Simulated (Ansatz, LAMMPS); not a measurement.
**Glassy B2O3 (65 atoms): support functions against a reference**

Wanted: errors and times of a linear-scaling basis for glassy B2O3 (65 atoms). A setting counts as converged where the r.m.s. difference of forces stays under 1 % of the r.m.s. force.

Calculated with Ansatz 0.2.0; Kohn-Sham DFT, LDA, PAW (set soft_2), plane waves.

Measured values to set the calculation against. In-situ synchrotron X-ray diffraction of B2O3 glass under compression gave the average B-O distance from the total correlation function, which stays virtually unchanged from ambient pressure up to 5 GPa (“Nature of Structural Transformations in the B2O3 Glass under High   Pressure”, 2008, arxiv:0805.1828): nearest B–O distance 1.35 Å.

## (1) Set-up

The cell holds 65 atoms: 26 B and 39 O. Cell: a = 9.149 Å, b = 9.149 Å, c = 9.149 Å, α = 90.0°, β = 90.0°, γ = 90.0°. 65 atoms (26 B, 39 O) placed at random at 1.93 g/cm³, melted at 3000 K for 20 ps at fixed volume with the Buckingham and Coulomb pair potential of Guillot and Sator (Geochim. Cosmochim. Acta 71, 1249 (2007)) with the boron terms of Wang et al. (J. Non-Cryst. Solids 498, 294 (2018)). Quenched from 3000 K to 300 K at 100 K/ps and fixed volume, held 10 ps at zero pressure.

Limits known from the start: The quench rate of 100 K/ps is orders of magnitude faster than experiment, which tends to freeze in extra defects. The network of bonds at the start is that of the classical potential that made the cell, and needn't be the one that DFT or experiment would give. The Brillouin zone is sampled at Γ only, in a cell whose shortest periodic width is 9 Å.

## (2) The classical run that made the cell

A classical potential makes the cell, at a small fraction of what the same run would cost in DFT.

This step: classical MD, Buckingham and Coulomb pair potential of Guillot and Sator (Geochim. Cosmochim. Acta 71, 1249 (2007)) with the boron terms of Wang et al. (J. Non-Cryst. Solids 498, 294 (2018)) (LAMMPS 22 Jul 2025 - Update 4).

in.lmp

```
# melt-quench of B26O39
units metal
atom_style charge
boundary p p p
region box block 0 9.1936 0 9.1936 0 9.1936
create_box 2 box
mass 1 10.8100   # B
mass 2 15.9990   # O
create_atoms 1 random 26 655784 NULL overlap 1.5 maxtry 2000
create_atoms 2 random 39 655791 NULL overlap 1.5 maxtry 2000
pair_style buck/coul/long 9.0
pair_coeff * * 0.0 1.0 0.0
pair_coeff 1 2 206941.81 0.124 35.0018   # B-O
pair_coeff 2 2 9022.79 0.265 85.0921   # O-O
pair_coeff 1 1 484.40 0.35 0.0   # B-B
set type 1 charge 1.4175
set type 2 charge -0.945
kspace_style pppm 1.0e-4
neigh_modify delay 0 every 1 check yes
thermo_style custom step time temp pe press density
thermo_modify norm yes
timestep 0.001
thermo 100
min_style cg
minimize 1e-4 1e-4 200 2000
reset_timestep 0
velocity all create 3000 655785 mom yes dist gaussian
fix lim all nve/limit 0.05
fix lan all langevin 3000 3000 0.1 655786 zero yes
thermo 500
run 1000 post no
unfix lim
unfix lan
thermo 3333
fix md all nvt temp 3000 3000 0.1
run 20000 post no
unfix md
thermo 2700
fix md all nvt temp 3000 300 0.1
run 27000 post no
unfix md
thermo 3333
fix md all npt temp 300 300 0.1 iso 0 0 1
run 10000 post no
unfix md
write_dump all custom glass.dump id type xs ys zs modify sort id
```

The run is started by

```console
$ lmp -in in.lmp -log none -nocite
```

The program printed:

```text
LAMMPS (22 Jul 2025 - Update 4)
Created orthogonal box = (0 0 0) to (9.1936 9.1936 9.1936)
Created 26 atoms
Created 39 atoms
PPPM initialization ...
  G vector (1/distance) = 0.33020951
  grid = 8 8 8
  estimated relative force accuracy = 5.3311303e-05
   Step          Time           Temp          PotEng         Press         Density
         0   0              0             -0.0097252559   942761.56      1.9339752
        82   0.082          0             -11.557549     -28824.141      1.9339752
Loop time of 0.031611 s on 1 MPI rank(s) for 82 steps with 65 atoms
Minimization stats:
  Stopping criterion = energy tolerance
  Energy initial, next-to-last, final =
    -0.00972525594587261  -11.5567771351613  -11.5575485224195
  Force two-norm initial, final = 289.92826 2.3021242
  Iterations, force evaluations = 82 127
   Step          Time           Temp          PotEng         Press         Density
[... 7 lines left out ...]
      6666   6.666          2992.0157     -11.482923     -45347.253      1.9339752
      9999   9.999          3755.2396     -11.480062      63019.066      1.9339752
     13332   13.332         2767.9133     -11.451194      32865.813      1.9339752
     16665   16.665         2421.8506     -11.508612      698.07283      1.9339752
     19998   19.998         2466.1643     -11.426088      32982.946      1.9339752
[... 1 line left out ...]
Loop time of 3.6352 s on 1 MPI rank(s) for 20000 steps with 65 atoms
   Step          Time           Temp          PotEng         Press         Density
[... 12 lines left out ...]
Loop time of 4.73414 s on 1 MPI rank(s) for 27000 steps with 65 atoms
   Step          Time           Temp          PotEng         Press         Density
[... 1 line left out ...]
     49995   49.995         343.50921     -11.857833      14702.16       1.9959245
     53328   53.328         321.80613     -11.857971      4744.9042      1.9904195
     56661   56.661         283.29176     -11.849834     -9915.2362      1.9610837
     58000   58             307.48623     -11.864384     -20293.804      1.9624506
Loop time of 2.06584 s on 1 MPI rank(s) for 10000 steps with 65 atoms
```

It took 11 s on 1 thread of AMD EPYC 9R45, shared host; peak memory 0.071 GiB.

## (3) Plane-wave single point

This run is the reference for what follows, at a cutoff of 420 eV.

input.yaml

```yaml
crystal:
  lattice:
    - [9.14892, 0.0, 0.0]
    - [0.0, 9.14892, 0.0]
    - [0.0, 0.0, 9.14892]
  atoms:
    - { symbol: B, position: [0.72575, 0.14136, 0.03498] }
    - { symbol: B, position: [0.61017, 0.64752, 0.58818] }
    - { symbol: B, position: [0.63232, 0.96921, 0.26356] }
    - { symbol: B, position: [0.62932, 0.9393, 0.55709] }
    - { symbol: B, position: [0.16337, 0.50745, 0.12177] }
    - { symbol: B, position: [0.33969, 0.72712, 0.65511] }
    - { symbol: B, position: [0.07325, 0.55224, 0.44061] }
    - { symbol: B, position: [0.90446, 0.37931, 0.06938] }
    - { symbol: B, position: [0.27954, 0.71042, 0.94733] }
    - { symbol: B, position: [0.91892, 0.30736, 0.406] }
    - { symbol: B, position: [0.25165, 0.02155, 0.98401] }
    - { symbol: B, position: [0.54375, 0.77025, 0.0713] }
    - { symbol: B, position: [0.97296, 0.78714, 0.3016] }
    - { symbol: B, position: [0.41367, 0.41027, 0.25687] }
    - { symbol: B, position: [0.9855, 0.89366, 0.03297] }
    - { symbol: B, position: [0.90818, 0.89137, 0.76529] }
    - { symbol: B, position: [0.7235, 0.58288, 0.93319] }
    - { symbol: B, position: [0.67227, 0.46165, 0.36936] }
    - { symbol: B, position: [0.94512, 0.01642, 0.50189] }
    - { symbol: B, position: [0.27972, 0.97928, 0.50336] }
    - { symbol: B, position: [0.1901, 0.14007, 0.7281] }
    - { symbol: B, position: [0.59, 0.15121, 0.7631] }
    - { symbol: B, position: [0.70492, 0.39166, 0.70599] }
    - { symbol: B, position: [0.04397, 0.62619, 0.7118] }
    - { symbol: B, position: [0.97822, 0.3506, 0.73841] }
    - { symbol: B, position: [0.34564, 0.12069, 0.24973] }
    - { symbol: O, position: [0.96575, 0.89567, 0.40839] }
    - { symbol: O, position: [0.93588, 0.82827, 0.16008] }
    - { symbol: O, position: [0.2757, 0.72702, 0.79646] }
    - { symbol: O, position: [0.03239, 0.40606, 0.43856] }
    - { symbol: O, position: [0.64341, 0.69641, 0.98659] }
    - { symbol: O, position: [0.40549, 0.25905, 0.28308] }
    - { symbol: O, position: [0.04988, 0.40272, 0.10912] }
    - { symbol: O, position: [0.7885, 0.36371, 0.34601] }
    - { symbol: O, position: [0.13439, 0.92606, 0.01021] }
    - { symbol: O, position: [0.31692, 0.01587, 0.35831] }
    - { symbol: O, position: [0.58467, 0.30022, 0.7135] }
    - { symbol: O, position: [0.9636, 0.75091, 0.74301] }
    - { symbol: O, position: [0.31849, 0.84625, 0.56386] }
    - { symbol: O, position: [0.81414, 0.49635, 0.03051] }
    - { symbol: O, position: [0.6459, 0.98211, 0.4144] }
    - { symbol: O, position: [0.27052, 0.07708, 0.83992] }
    - { symbol: O, position: [0.28541, 0.47693, 0.2147] }
    - { symbol: O, position: [0.9159, 0.99367, 0.65061] }
    - { symbol: O, position: [0.58444, 0.83826, 0.20183] }
    - { symbol: O, position: [0.69433, 0.51896, 0.79554] }
    - { symbol: O, position: [0.01755, 0.64528, 0.33368] }
    - { symbol: O, position: [0.67518, 0.53807, 0.50523] }
    - { symbol: O, position: [0.11452, 0.61059, 0.57458] }
    - { symbol: O, position: [0.9278, 0.15565, 0.44032] }
    - { symbol: O, position: [0.39824, 0.76724, 0.02775] }
    - { symbol: O, position: [0.84248, 0.33226, 0.67031] }
    - { symbol: O, position: [0.32221, 0.08618, 0.10154] }
    - { symbol: O, position: [0.63915, 0.11762, 0.90803] }
    - { symbol: O, position: [0.1833, 0.61435, 0.01371] }
    - { symbol: O, position: [0.46319, 0.64015, 0.63343] }
    - { symbol: O, position: [0.01947, 0.49376, 0.78287] }
    - { symbol: O, position: [0.8413, 0.23529, 0.03965] }
    - { symbol: O, position: [0.89388, 0.92605, 0.91266] }
    - { symbol: O, position: [0.20613, 0.08256, 0.58653] }
    - { symbol: O, position: [0.08031, 0.23899, 0.75867] }
    - { symbol: O, position: [0.55092, 0.47718, 0.27749] }
    - { symbol: O, position: [0.66804, 0.79282, 0.59117] }
    - { symbol: O, position: [0.67939, 0.0754, 0.16306] }
    - { symbol: O, position: [0.57779, 0.041, 0.66074] }
kpoints:
  mp_grid: { grid: [1, 1, 1] }
hamiltonian:
  xc: lda
scf:
  occupations: { method: fermi_dirac, width: 0.025 }
output:
  forces: true
  stress: true
  populations: true
  dos:
    method: { smearing: { sigma: 0.08 } }
    de: 0.1
    projected: { site_lists: { B: [B], O: [O] } }
  eigenvalues: true
  write_density: true
  write_potential: true
  volumetric_format: npy
```

The run is started by

```console
$ ansatz run input.yaml --threads 8 --pin off --max-ram 15872MiB --backend cpu --events-out ev --progress --plain --runs-dir out
```

The program printed:

```text
Engine: ansatz 0.2.0, x86_64-unknown-linux-gnu
Pseudopotentials: kind: paw
Pseudopotential: B, paw, valence charge 3, recommended cutoff 420 eV (normal), B.paw.azcp
Pseudopotential: O, paw, valence charge 6, recommended cutoff 420 eV (normal), O.paw.azcp
[... 3 lines on functional and potentials left out ...]
Crystal: 65 atoms, lattice volume = 765.790 Å³
Basis set: ecut = 420 eV, 14939 PW (Γ)
Bands: 221, of which v1, the nominal top of the filled ones, is band 156 counted from 1 (155 counted from 0)
Symmetry: 1 space group operations
Space group: P1 (ITA 1), of the structure as read, at distance tolerance 9.1e-5 Å
k-points: 1
[... 7 lines on functional and potentials left out ...]
Initial density: superposition of atomic densities (neutral atoms: chi_scale 0, normalization atom), corrected by the library's trained network
Initial wavefunctions: pseudopotential atomic-orbital guess
Functional: x = slater, c = lda
SCF iter   1: F=—  HF=-25595.080907 eV  |F-HF|=—  |Δ(HF+E_count)|=         —  Δρ=1.40e-2  dr2=1.35e0  ethr=1.77e-3  ⟨swp⟩=6.0  Hψ=963  notcnv=0  defer=39
preconditioner: auto → Resta (q_TF=auto, 2.349 Å⁻¹)  ε∞=3.1  [insulator: Δε(μ)=4.520 eV  Ē_g=16.198 eV  σ=0.025 eV  W_gap=1.00  n_scr=170 (ndim 8)  ℏωp=23.7 eV  f_vac=0.190  D(μ)=0.00/eV (n_scr^D=0)  ε∞_Penn≈3.1]
SCF iter   2: F=—  HF=-25594.717792 eV  |F-HF|=—  |Δ(HF+E_count)|=   3.63e-1  Δρ=4.14e-3  dr2=6.02e-2  ethr=4.32e-4  ⟨swp⟩=2.0  Hψ=377  notcnv=0  defer=60
SCF iter   3: F=—  HF=-25594.703815 eV  |F-HF|=—  |Δ(HF+E_count)|=   1.40e-2  Δρ=1.86e-3  dr2=2.23e-2  ethr=1.93e-5  ⟨swp⟩=2.0  Hψ=259  notcnv=0  defer=60
SCF iter   4: F=—  HF=-25594.698744 eV  |F-HF|=—  |Δ(HF+E_count)|=   5.07e-3  Δρ=5.40e-4  dr2=1.99e-3  ethr=7.13e-6  ⟨swp⟩=2.0  Hψ=261  notcnv=0  defer=60
SCF iter   5: F=—  HF=-25594.698581 eV  |F-HF|=—  |Δ(HF+E_count)|=   1.63e-4  Δρ=1.86e-4  dr2=3.00e-4  ethr=6.39e-7  ⟨swp⟩=2.0  Hψ=316  notcnv=0  defer=60
SCF iter   6: F=—  HF=-25594.698751 eV  |F-HF|=—  |Δ(HF+E_count)|=   1.70e-4  Δρ=5.45e-5  dr2=2.77e-5  ethr=9.61e-8  ⟨swp⟩=2.0  Hψ=266  notcnv=0  defer=60
SCF iter   7: F=—  HF=-25594.700219 eV  |F-HF|=—  |Δ(HF+E_count)|=   1.47e-3  Δρ=3.05e-5  dr2=6.93e-6  ethr=8.87e-9  ⟨swp⟩=2.0  Hψ=343  notcnv=0  defer=60
SCF iter   8: F=—  HF=-25594.700222 eV  |F-HF|=—  |Δ(HF+E_count)|=   2.71e-6  Δρ=1.12e-5  dr2=1.06e-6  ethr=2.22e-9  ⟨swp⟩=2.0  Hψ=315  notcnv=0  defer=60
SCF iter   9: F=—  HF=-25594.700223 eV  |F-HF|=—  |Δ(HF+E_count)|=   9.39e-7  Δρ=3.36e-6  dr2=1.12e-7  ethr=3.41e-10  ⟨swp⟩=2.0  Hψ=280  notcnv=0  defer=60
SCF iter  10: F=-25594.700223 eV  HF=-25594.700223 eV  |F-HF|=6.88e-9  |Δ(HF+E_count)|=   1.37e-7  Δρ=2.52e-6  dr2=4.19e-8  ethr=3.21e-11  ⟨swp⟩=20.0  Hψ=1870  notcnv=0
SCF 1 converged in 10 iterations: F = -25594.700223 eV  dr2 = 4.19e-8
  greatest PAW one-centre occupation: 0.855 electrons in one spin orbital (limit 2), on the O atom at site 51 (counted from 0), in its partial waves of l = 0
SCF converged after 10 iterations
Free energy (F): -25594.700223 eV
Harris-Foulkes:  -25594.700223 eV  (|F-HF|=6.88e-9)
Internal energy: -25594.700223 eV  (E = F + TS)
E sigma→0 (E₀):  -25594.700223 eV
Fermi energy:    3.154952 eV
--- Per-component energies (eV) ---
  E_band       = -2102.958884
  E_kinetic    = 8014.847272
  E_local      = -22823.870231  (includes V_loc(G=0)·N_el)
  E_nonlocal   = 2264.643794
  E_hartree    = 8263.029857
  E_xc         = -3582.264729
  E_vxc        = -4526.860067  (∫ρ·V_xc dr)
  E_paw        = -7661.270314  (= ΣΔE_a)
  E_vpaw       = -1557.882980  (= ΣTr[D̂ρ^β])
  E_aug_tail   = 0.101605  (compensation charges beyond the density's cutoff)
  E_ewald      = -10074.889107
  E_core_change = 4.971629  (= ΣΔE_core)
  E_smearing   = -0.000000  (= −TS)
  E_closure    = -0.000000  (closes the sum)
  Σ components = -25594.700223   (vs F -25594.700223, Δ=0.00e0)
--- Forces (eV/Å), atoms counted from 1 ---
  atom   1  B     -1.55627268     0.06727331    -0.36523197
  atom   2  B     -2.00982175     2.57883326    -0.59025694
  atom   3  B      0.80217867    -0.55701447    -1.32597861
  atom   4  B     -0.34127219    -0.67938418     0.48226625
  atom   5  B      1.21928096    -0.77587453    -1.25611568
  atom   6  B      1.78950671     1.29151088     1.18952697
  atom   7  B     -2.80629423     0.22709064     1.53480234
  atom   8  B     -1.40200462     0.08114851    -1.77101432
  atom   9  B      1.75811757    -0.86568948     0.21607137
  atom  10  B     -0.27894894    -0.52750722     1.25571420
  atom  11  B     -1.44060589     1.58903887     0.27030850
  atom  12  B     -0.36879193    -0.03963376     0.18981122
  atom  13  B      0.60789208     1.39437657     0.74237331
  atom  14  B     -0.08511343    -1.58653751    -0.01078958
[...]
atom  64  O     -0.02170289    -0.40631512     1.05103788
  atom  65  O      0.36990042    -0.64986423    -0.21148042
  max |Σ_I F_I| component: 1.01e-4 eV/Å
--- Stress (GPa, compression-positive) ---
      -12.674009       0.086090      -1.792999
        0.086090     -18.123933       1.172134
       -1.792999       1.172134     -17.927039
  P = ⅓ Tr σ = -16.2417 GPa (-162.417 kbar)
--- Band table (eV) ---
  k-point 0: bands = ["-19.0681", "-18.7748", "-18.6868", "-18.5533", [... 205 levels ...], "12.1759", "12.2692", "12.4386", "12.5196", "12.6195", "12.7019", "12.7636", "12.8061", "12.8283", "12.9665", "13.0358", "13.0956"]
--- Löwdin populations: 65 sites ---
  site symbol       q [e]
     0      B      2.3708
     1      B      2.3474
     2      B      2.3723
[...]
64      O      6.3625
  spilling = 0.008827 (of n_electrons = 312.000000)
```

Wall time 1.4 s (8 threads of AMD EPYC 9R45, shared host); peak memory 0.85 GiB; 8.8 s of CPU time.

Reading the cycles: dr2 is the Hartree energy of the density residual (eV), the measure of convergence; HF is the Harris–Foulkes estimate of the energy, which meets the free energy F at convergence.

The run gave:

```
free energy                                      : -25594.7002 eV
free energy per atom                             : -393.7646 eV/atom
SCF cycles                                       : 10
pressure                                         : -16.24 GPa
r.m.s. force component                           : 0.8315 eV/Å
longest force                                    : 3.322 eV/Å
Fermi energy                                     : 3.155 eV
gap (highest filled to lowest empty level) : 4.677 eV
spilling of the projection                       : 0.008827
```

Length of the force by element:

| element | coordination | atoms | mean length of the force (eV/Å) | spread | least | most |
| --- | --- | --- | --- | --- | --- | --- |
| B | all | 26 | 1.81 | 0.787 | 0.417 | 3.32 |
| O | all | 39 | 0.840 | 0.384 | 0.207 | 2.47 |

Löwdin charges by element (they lack the spilled electrons, 0.042 e an atom on average):

| element | coordination | atoms | mean charge (e) | spread | least | most |
| --- | --- | --- | --- | --- | --- | --- |
| B | all | 26 | 0.649 | 0.0136 | 0.627 | 0.677 |
| O | all | 39 | -0.362 | 0.0128 | -0.389 | -0.335 |

States in the cell by windows of 1 eV, zero at the Fermi level; the larger projections on atomic orbitals stand beside the total:

| from (eV) | to (eV) | total | O p | B p |
| --- | --- | --- | --- | --- |
| -10 | -9 | 29.2 | 19.8 | 8.0 |
| -9 | -8 | 12.9 | 8.8 | 3.9 |
| -8 | -7 | 7.4 | 4.8 | 2.4 |
| -7 | -6 | 16.4 | 11.4 | 4.4 |
| -6 | -5 | 26.9 | 21.2 | 4.4 |
| -5 | -4 | 39.3 | 35.1 | 2.7 |
| -4 | -3 | 43.3 | 41.5 | 0.9 |
| -3 | -2 | 22.8 | 22.1 | 0.4 |
| -2 | 2 | 0.0 | 0.0 | 0.0 |
| 2 | 3 | 9.5 | 1.2 | 6.4 |
| 3 | 4 | 14.5 | 2.5 | 9.9 |
| 4 | 5 | 18.6 | 3.8 | 11.3 |

The curve was stored every 0.10 eV, coarse against its broadening of 0.08 eV, so these counts are rough.

Between -23 and -10 eV lie 114 more states.

The levels nearest the highest filled one (over half full), pooled over k-points and spins:

| level less the highest filled one (eV) | occupation |
| --- | --- |
| -0.326 | 2 |
| -0.258 | 2 |
| -0.236 | 2 |
| -0.144 | 2 |
| -0.0821 | 2 |
| 0 | 2 |
| 4.68 | 0 |
| 4.98 | 0 |
| 5.11 | 0 |
| 5.25 | 0 |
| 5.32 | 0 |
| 5.62 | 0 |

Valence density in the ab plane at fractional z = 0.028, with atoms of B and O within 0.2 Å of it. It is the smooth field of the valence electrons, not physical close to the nuclei.

Values in e/Å³, 13 rows by 16 columns, each cell a mean:
```
0.6 2.6 4.7 1.5 0.4 0.2 0.1 0.0 0.0 0.0 0.0 0.0 0.0 0.1 0.3 0.4
0.6 1.7 2.8 0.8 0.1 0.2 0.4 0.3 0.1 0.1 0.1 0.0 0.0 0.1 0.4 0.5
0.2 0.2 0.2 0.1 0.2 1.7 4.9 2.2 0.6 0.6 0.5 0.2 0.0 0.0 0.1 0.2
0.0 0.1 0.3 0.5 0.5 1.4 3.6 1.6 0.6 1.7 3.3 1.1 0.1 0.0 0.0 0.0
0.0 0.4 3.2 4.1 0.9 0.2 0.2 0.1 0.2 0.8 1.9 0.8 0.2 0.1 0.0 0.0
0.0 0.3 2.4 2.9 0.6 0.1 0.0 0.0 0.0 0.1 0.2 0.4 1.3 1.8 0.4 0.1
0.2 0.3 0.4 0.3 0.1 0.0 0.0 0.0 0.0 0.0 0.1 0.5 3.6 5.5 1.2 0.2
0.8 0.6 0.2 0.1 0.0 0.0 0.0 0.0 0.0 0.0 0.0 0.1 0.8 1.4 0.8 0.5
0.4 0.3 0.1 0.0 0.0 0.0 0.0 0.0 0.0 0.0 0.0 0.1 0.3 0.8 0.8 0.4
0.1 0.0 0.0 0.0 0.0 0.0 0.0 0.0 0.0 0.0 0.1 0.2 1.5 5.0 2.5 0.3
0.0 0.0 0.0 0.0 0.1 0.2 0.1 0.0 0.0 0.1 0.3 0.5 1.4 3.0 1.4 0.1
0.0 0.0 0.1 0.3 0.9 1.1 0.3 0.0 0.0 0.1 0.4 0.5 0.4 0.3 0.1 0.0
0.1 0.3 0.6 0.6 1.0 0.9 0.2 0.0 0.0 0.1 0.1 0.2 0.1 0.1 0.1 0.1
```
Columns run along a (9.1 Å), rows up along b (9.1 Å). Atoms in or near the plane, at fractional coordinates: B at (0.73, 0.14), B at (0.99, 0.89), O at (0.13, 0.93), O at (0.81, 0.50), O at (0.40, 0.77), O at (0.18, 0.61), O at (0.84, 0.24).

Electrostatic potential energy in the ab plane at fractional z = 0.028, with atoms of B and O within 0.2 Å of it. With pseudopotentials it is smooth inside the atoms' cores, unlike the true potential.

Ten even steps from '0' (-45 eV) to '9' (9 eV), each cell a mean:
```
67412555799999999999999875
04200588899999999999999730
03423799999999899999999720
26878999986787678999999852
78999998831254247999999987
99999987610042035699999999
99999876742376442269999999
99985467888898852269999999
99950048899999986688999999
99950048999999999888889999
99974479999999999887436999
99987889999999999996101799
99988899999999999997202689
88899999999999999999755447
88899999999999999999984016
89999999999999999999985237
99999999999999999999854678
99999999999999999998510389
99999999999999999866400389
99999999999999998510334799
99999998899999998400278999
99999876679999998621489999
99998522579999999877899999
89987401689999999999999998
```
Columns run along a (9.1 Å; values clipped at the 3rd and 97th percentile), rows up along b (9.1 Å). Atoms in or near the plane, at fractional coordinates: B at (0.73, 0.14), B at (0.99, 0.89), O at (0.13, 0.93), O at (0.81, 0.50), O at (0.40, 0.77), O at (0.18, 0.61), O at (0.84, 0.24).

Mean Löwdin charges: B +0.65, O -0.36 e (they miss 0.88 % of the electrons, so they add up to more than the cell's charge). The largest share in the top eV of filled states is O p (97 % of the projected weight), and in the lowest eV of empty states B p (70 % of the projected weight).

(Part 1 of 2 ends here.)

[Logs are printed without paths, hosts, clocks, repeated set-up lines and the standing remarks that a program may print on its own settings, such as how far it seeks lower states.]

[Hosts, paths, dates, database ids (printed as entryN), source tags and the programs' standing remarks are cut or masked in the printed files.]
